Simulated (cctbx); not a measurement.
# Solving a structure by charge flipping

Cell a = 6.8590 Å, b = 4.3540 Å, c = 7.5830 Å, α = 90.00°, β = 90.00°, γ = 90.00°; space group Pnma (no. 62); content Nd4 Pd4 Fe4.

Simulated single-crystal data (cctbx): Mo Kα, λ = 0.71073 Å, to d = 0.8 Å, 70 % of the full sphere, strongest reflection 5000 counts, noise from counting, a 6 % proportional error and a noise floor of 4 counts (s.d.); no absorption.

1 earlier start (other random phases, and plain and normalised amplitudes in turn) led nowhere (symmetry correlation 0.79).

Charge flipping in P1 on plain amplitudes to 0.8 Å, δ = 0.9 σ, 20 % of the reflections treated as weak, 300 cycles:

```text
cycle      R  skewness
    0  0.607     0.35
   25  0.391     3.72
   50  0.307     4.63
   75  0.297     4.60
  100  0.306     4.47
  125  0.270     4.71
  150  0.286     4.54
  175  0.272     4.50
  200  0.273     4.56
  225  0.285     4.57
  250  0.284     4.55
  275  0.262     4.51
origin shift          correlation  skewness
 0.314  0.452  0.001      0.852      1.42
 0.310  0.342  0.499      0.827      1.48
 0.314  0.444  0.353      0.828      2.97
 0.093  0.451  0.007      0.830      1.98
taken: symmetry correlation 0.828, skewness 2.97
peak      x       y       z  mult  height/sigma
Q1    0.0300  0.2500  0.3123    4     11.1
Q2    0.2158  0.7500  0.0871    4      7.9
Q3    0.1373  0.2500  0.9145    4      3.8
Q4    0.2241  0.2500  0.8249    4      2.9
Q5    0.0427  0.0850  0.9576    8      2.2
Q6    0.1185  0.7500  0.8307    4      2.1
Q7    0.1828  0.7500  0.4212    4      1.9
Q8    0.1140  0.7500  0.6543    4      1.9
```

The origin is taken among those within 0.04 of the best correlation, by the skewness of the map.

It took 0.35 s on 1 thread of Arm Neoverse V2 (shared host), peak memory 0.07 GiB.

**Question.** Which peaks are atoms, and which elements?

Heights go roughly as Z and multiplicities must add up to the content. First model: Q1 = Nd1 (4 in the cell, height 11.1), Q2 = Pd1 (4 in the cell, height 7.9) and Q3 = Fe1 (4 in the cell, height 3.8). Against the true structure, Q1 is Nd, Q2 is Pd and Q3 is Fe; the other peaks are not atoms.

Least squares on F², isotropic:

```text
Rint 0.062, 263 unique reflections to 0.80 A
cycle     R1     wR2    GooF  max shift (A)
   1  0.4149  0.7528  13.826   0.23182
   3  0.0266  0.0609   1.119   0.00000
final R1 0.0266 wR2 0.0609 GooF 1.119  parameters 9  data/parameter 29.2
atom        x        y        z      Ueq    occ   su(xyz)  su(Uiso or U11)
Nd1    0.03278  0.25000  0.32206   0.0083  1.000  0.00010  0.0002
Pd1    0.22438  0.75000  0.11411   0.0120  1.000  0.00016  0.0003
Fe1    0.14043  0.25000  0.94504   0.0114  1.000  0.00029  0.0005
difference map: max 1.82 min -2.23 rms 0.48
Q1    0.2329  0.6476  0.1131    8    2.13  0.45 A from Pd1
Q2    0.0049  0.0774  0.3731    8    1.75  0.87 A from Nd1
Q3    0.0614  0.0462  0.9208    8    1.35  1.06 A from Fe1
Q4    0.1742  0.1075  0.7172    8    1.35  1.22 A from Pd1
Q5    0.1708  0.7500  0.2471    4    1.31  1.07 A from Pd1
```

Anisotropic refinement:

```text
Rint 0.062, 263 unique reflections to 0.80 A
cycle     R1     wR2    GooF  max shift (A)
   1  0.0266  0.0609   1.139   0.00063
   2  0.0224  0.0497   0.930   0.00000
final R1 0.0224 wR2 0.0497 GooF 0.930  parameters 18  data/parameter 14.6
atom        x        y        z      Ueq    occ   su(xyz)  su(Uiso or U11)
Nd1    0.03280  0.25000  0.32210   0.0081  1.000  0.00008  0.0003
Pd1    0.22441  0.75000  0.11411   0.0118  1.000  0.00013  0.0005
Fe1    0.14037  0.25000  0.94498   0.0110  1.000  0.00024  0.0008
difference map: max 1.69 min -1.70 rms 0.42
Q1    0.0015  0.0675  0.3750    8    1.73  0.92 A from Nd1
Q2    0.0635  0.0408  0.9298    8    1.39  1.06 A from Fe1
Q3    0.1754  0.1024  0.7298    8    1.23  1.29 A from Pd1
Q4    0.0102  0.0356  0.7716    8    1.22  1.46 A from Nd1
Q5    0.1627  0.0210  0.4340    8    1.16  1.58 A from Nd1
Q6    0.0781  0.2500  0.0297    4    1.11  0.77 A from Fe1
```

**Reading.** The refinement ends at R1 = 0.0224, wR2 = 0.0497, GooF = 0.93, with difference density between -1.70 and 1.69 e/Å³. Every site matches the true model in element, within 0.002 Å r.m.s., up to an allowed shift of origin.

True model:

```
atom  mult.       x    y       z  Ueq (Å²)
 Nd1      4  0.9670  3/4  0.6779    0.0080
 Pd1      4  0.7757  1/4  0.8856    0.0115
 Fe1      4  0.8598  3/4  0.0549    0.0105
```

The model was made for the exercise: a known structure type with other elements put in, its volume estimated, not relaxed; displacement parameters are assumed.

[Middle refinement cycles are left out of these outputs.]

[Logs are printed without paths, hosts, clocks, repeated set-up lines and the standing remarks that a program may print on its own settings, such as how far it seeks lower states.]
